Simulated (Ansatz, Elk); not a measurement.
# BaVSiH: X-ray structure factors from the self-consistent density, part 2 of 2

The structure of BaVSiH used here is made up (a known structure type with other elements) and was relaxed beforehand with PBE. The aim is the Fourier transform of its all-electron density, F(hkl), set beside the sum over free spherical atoms that refinements use.

Elk 11.2.3 (patched build); all-electron DFT.

So far: Set-up; Ground state and structure factors; The magnetisation density; The highest occupied states alone.

The structure was built from a prototype and need not be the compound's stable phase.

## Step 5: Another functional

Level of this step: DFT, PBEsol, all-electron APW+lo, Dirac cores, scalar-relativistic bands, static density, ferromagnetic start (Elk).

The difference from free atoms is small, so it is set against the change that PBEsol makes.

The input, elk.in:

```
tasks
  0
  195
  196

xctype
  22

spinpol
  .true.

rgkmax
  7.0

gmaxvr
  14.0

lmaxo
  7

lmaxapw
  8

swidth
  0.002

tshift
  .false.

ramdisk
  .false.

hmaxvr
  5.5

maxscl
  120

epspot
  1e-06

reducebf
  0.8

sppath
  './'

avec
  8.22245692419 0.00000000000 0.00000000000
  -4.11122846209 7.12085657787 -0.00000000000
  0.00000000000 0.00000000000 9.83022274085

atoms
  4
  'Ba.in'
  1
  -0.0000000000 -0.0000000000 -0.0030614459   0.000000 0.000000 0.000000
  'V.in'
  1
  0.6666666667 0.3333333333 0.5230275493   0.000000 0.000000 -0.065000
  'Si.in'
  1
  0.3333333333 0.6666666667 0.4815850436   0.000000 0.000000 0.000000
  'H.in'
  1
  0.6666666667 0.3333333333 0.8627488530   0.000000 0.000000 0.000000

ngridk
  5 5 4
```

Started as:

```sh
$ OMP_NUM_THREADS=4 elk
```

Numbers of over 12 decimals in the logs are rounded to 6 here.

Output:

```text
┌─────────────────────────┐
│ Elk code version 11.2.3 │
└─────────────────────────┘

All units are atomic (Hartree, Bohr, etc.)

┌─────────────────────────────────────────────────┐
│ Ground-state run starting from atomic densities │
└─────────────────────────────────────────────────┘

Lattice vectors :
   8.222456924       0.000000000       0.000000000
  -4.111228462       7.120856578      -0.000000000
   0.000000000       0.000000000       9.830222741

Reciprocal lattice vectors :
  0.7641493735      0.4411818465      -0.000000000
[...]
error                       :   0.1737717136E-02

Moments :
 interstitial                :   0.4202802475
 muffin-tins
  species : 1 (Ba)
[...]
species : 2 (V)
[...]
species : 3 (Si)
   atom 1                    :  -0.1291139394
  species : 4 (H)
   atom 1                    :  -0.1318836168E-01
 total in muffin-tins        :    1.579863170
 total moment                :    2.000143418

┌──────────────────────────────┐
│ Self-consistent loop stopped │
└──────────────────────────────┘

Warning : core states of species 3 leak from the muffin-tin :   0.1356705386E-02

Wrote STATE.OUT
[key lines of the parts left out:]
total energy                :     -9374.5905369610
```

Elapsed: 5.4 min, on 4 threads of Arm Neoverse V1, shared host; peak memory 0.42 GiB.

Against the first run R = 0.02 %; the largest change is -0.030 at 110. The moment goes from 2.00 to 2.00 μB.

## Step 6: Basis size

The basis and the expansions that go with it are enlarged, to see whether the differences are converged.

elk.in, as its differences from that of step 5:

```diff
@@ -6,3 +6,3 @@
 xctype
-  22
+  20
 
@@ -12,12 +12,12 @@
 rgkmax
-  7.0
+  8.5
 
 gmaxvr
-  14.0
+  18.0
 
 lmaxo
-  7
+  9
 
 lmaxapw
-  8
+  10
```

Started as:

```sh
$ OMP_NUM_THREADS=4 elk
```

Output:

```text
┌─────────────────────────┐
│ Elk code version 11.2.3 │
└─────────────────────────┘

All units are atomic (Hartree, Bohr, etc.)

┌─────────────────────────────────────────────────┐
│ Ground-state run starting from atomic densities │
└─────────────────────────────────────────────────┘

Lattice vectors :
   8.222456924       0.000000000       0.000000000
  -4.111228462       7.120856578      -0.000000000
   0.000000000       0.000000000       9.830222741

Reciprocal lattice vectors :
  0.7641493735      0.4411818465      -0.000000000
[...]
error                       :   0.1267003405E-02

Moments :
 interstitial                :   0.4054194420
 muffin-tins
  species : 1 (Ba)
[...]
species : 2 (V)
[...]
species : 3 (Si)
   atom 1                    :  -0.1415866902
  species : 4 (H)
   atom 1                    :  -0.1420473761E-01
 total in muffin-tins        :    1.594605959
 total moment                :    2.000025401

┌──────────────────────────────┐
│ Self-consistent loop stopped │
└──────────────────────────────┘

Warning : core states of species 3 leak from the muffin-tin :   0.1346103404E-02

Wrote STATE.OUT
[key lines of the parts left out:]
total energy                :     -9379.3297255015
```

Run time: 8.8 min. Hardware: 4 threads; peak memory 0.67 GiB; 32 min of CPU time.

Against the first run R = 0.01 %; the largest change is +0.006 at 312. The moment goes from 2.00 to 2.00 μB.

## Step 7: A coarser k-mesh

About half the k-points along each axis test the sampling.

elk.in, as its differences from that of step 6:

```diff
@@ -12,12 +12,12 @@
 rgkmax
-  8.5
+  7.0
 
 gmaxvr
-  18.0
+  14.0
 
 lmaxo
-  9
+  7
 
 lmaxapw
-  10
+  8
 
@@ -68,2 +68,2 @@
 ngridk
-  5 5 4
+  2 2 2
```

Started as:

```sh
$ OMP_NUM_THREADS=4 elk
```

Output:

```text
┌─────────────────────────┐
│ Elk code version 11.2.3 │
└─────────────────────────┘

All units are atomic (Hartree, Bohr, etc.)

┌─────────────────────────────────────────────────┐
│ Ground-state run starting from atomic densities │
└─────────────────────────────────────────────────┘

Lattice vectors :
   8.222456924       0.000000000       0.000000000
  -4.111228462       7.120856578      -0.000000000
   0.000000000       0.000000000       9.830222741

Reciprocal lattice vectors :
  0.7641493735      0.4411818465      -0.000000000
[...]
interstitial                :   0.4102291525
 muffin-tins
  species : 1 (Ba)
[...]
species : 2 (V)
[...]
species : 3 (Si)
   atom 1                    :  -0.1594829235
  species : 4 (H)
   atom 1                    :  -0.1409925212E-01
 total in muffin-tins        :    1.602068377
 total moment                :    2.012297530

┌──────────────────────────────┐
│ Self-consistent loop stopped │
└──────────────────────────────┘

Warning : the lowest level lies among the core levels :   -2.828422178      -3.025884103

Warning : core states of species 3 leak from the muffin-tin :   0.1348684426E-02

Wrote STATE.OUT
[key lines of the parts left out:]
total energy                :     -9379.3156883406
```

It took 92 s on 4 threads; peak memory 0.4 GiB.

Against the first run R = 0.02 %; the largest change is +0.041 at 200. The moment goes from 2.00 to 2.01 μB.

## Step 8: Settings against the effect

```tsv
run	R against the first run (%)	R against neutral atoms, low angle (%)	wall time
PBE, rgkmax 7	0.00	0.42	5.7 min
PBEsol	0.02	0.42	5.4 min
rgkmax 8.5 with larger expansions	0.01	0.42	8.8 min
k-mesh 2×2×2	0.02	0.45	92 s
```

## Step 9: What came out

| Item | Value |
| --- | --- |
| R against neutral atoms, sin θ/λ < 0.3 Å⁻¹ | 0.42 % |
| R against neutral atoms, 0.3 to 0.77 Å⁻¹ | 0.13 % |

Independent neutral atoms miss the calculated amplitudes by R = 0.42 % below 0.3 Å⁻¹ and 0.13 % from there to 0.77 Å⁻¹; by shells, 0.39 % below 0.15 Å⁻¹ (2 forms), 0.43 % 0.15 to 0.3 (12 forms), 0.09 % 0.3 to 0.45 (21 forms), 0.14 % above 0.45 (114 forms). Bonding, aspherical density and the tables' own atoms all enter these figures, and the runs don't part them. The largest change of an amplitude is -0.32 electrons, at 021. R counts amplitudes alone; phases shift too. The magnetic order is that of the start. No other order was tried here, and an antiferromagnetic one would change or move the magnetic intensity. The window's part falls from 12.0 electrons at the origin to at most 0.45 between 0.45 and 0.77 Å⁻¹. Below 0.3 Å⁻¹ the changes that finished (PBEsol, rgkmax 8.5 with larger expansions and k-mesh 2×2×2) move F by R = 0.05 % at most, against the 0.42 % that separates it from free atoms. The magnetic factors move by R = 1.6 % (PBEsol), 0.6 % (rgkmax 8.5 with larger expansions) and 3.4 % (k-mesh 2×2×2), so they aren't settled to better than that. Part of the difference isn't bonding: the tables are fits to free atoms and ions calculated by other methods than this functional. Thermal motion, anomalous dispersion and extinction are left out.

[Logs are printed without paths, hosts, clocks, repeated set-up lines and the standing remarks that a program may print on its own settings, such as how far it seeks lower states.]

[Hosts, paths, dates, database ids (printed as entryN), source tags and the programs' standing remarks are cut or masked in the printed files.]
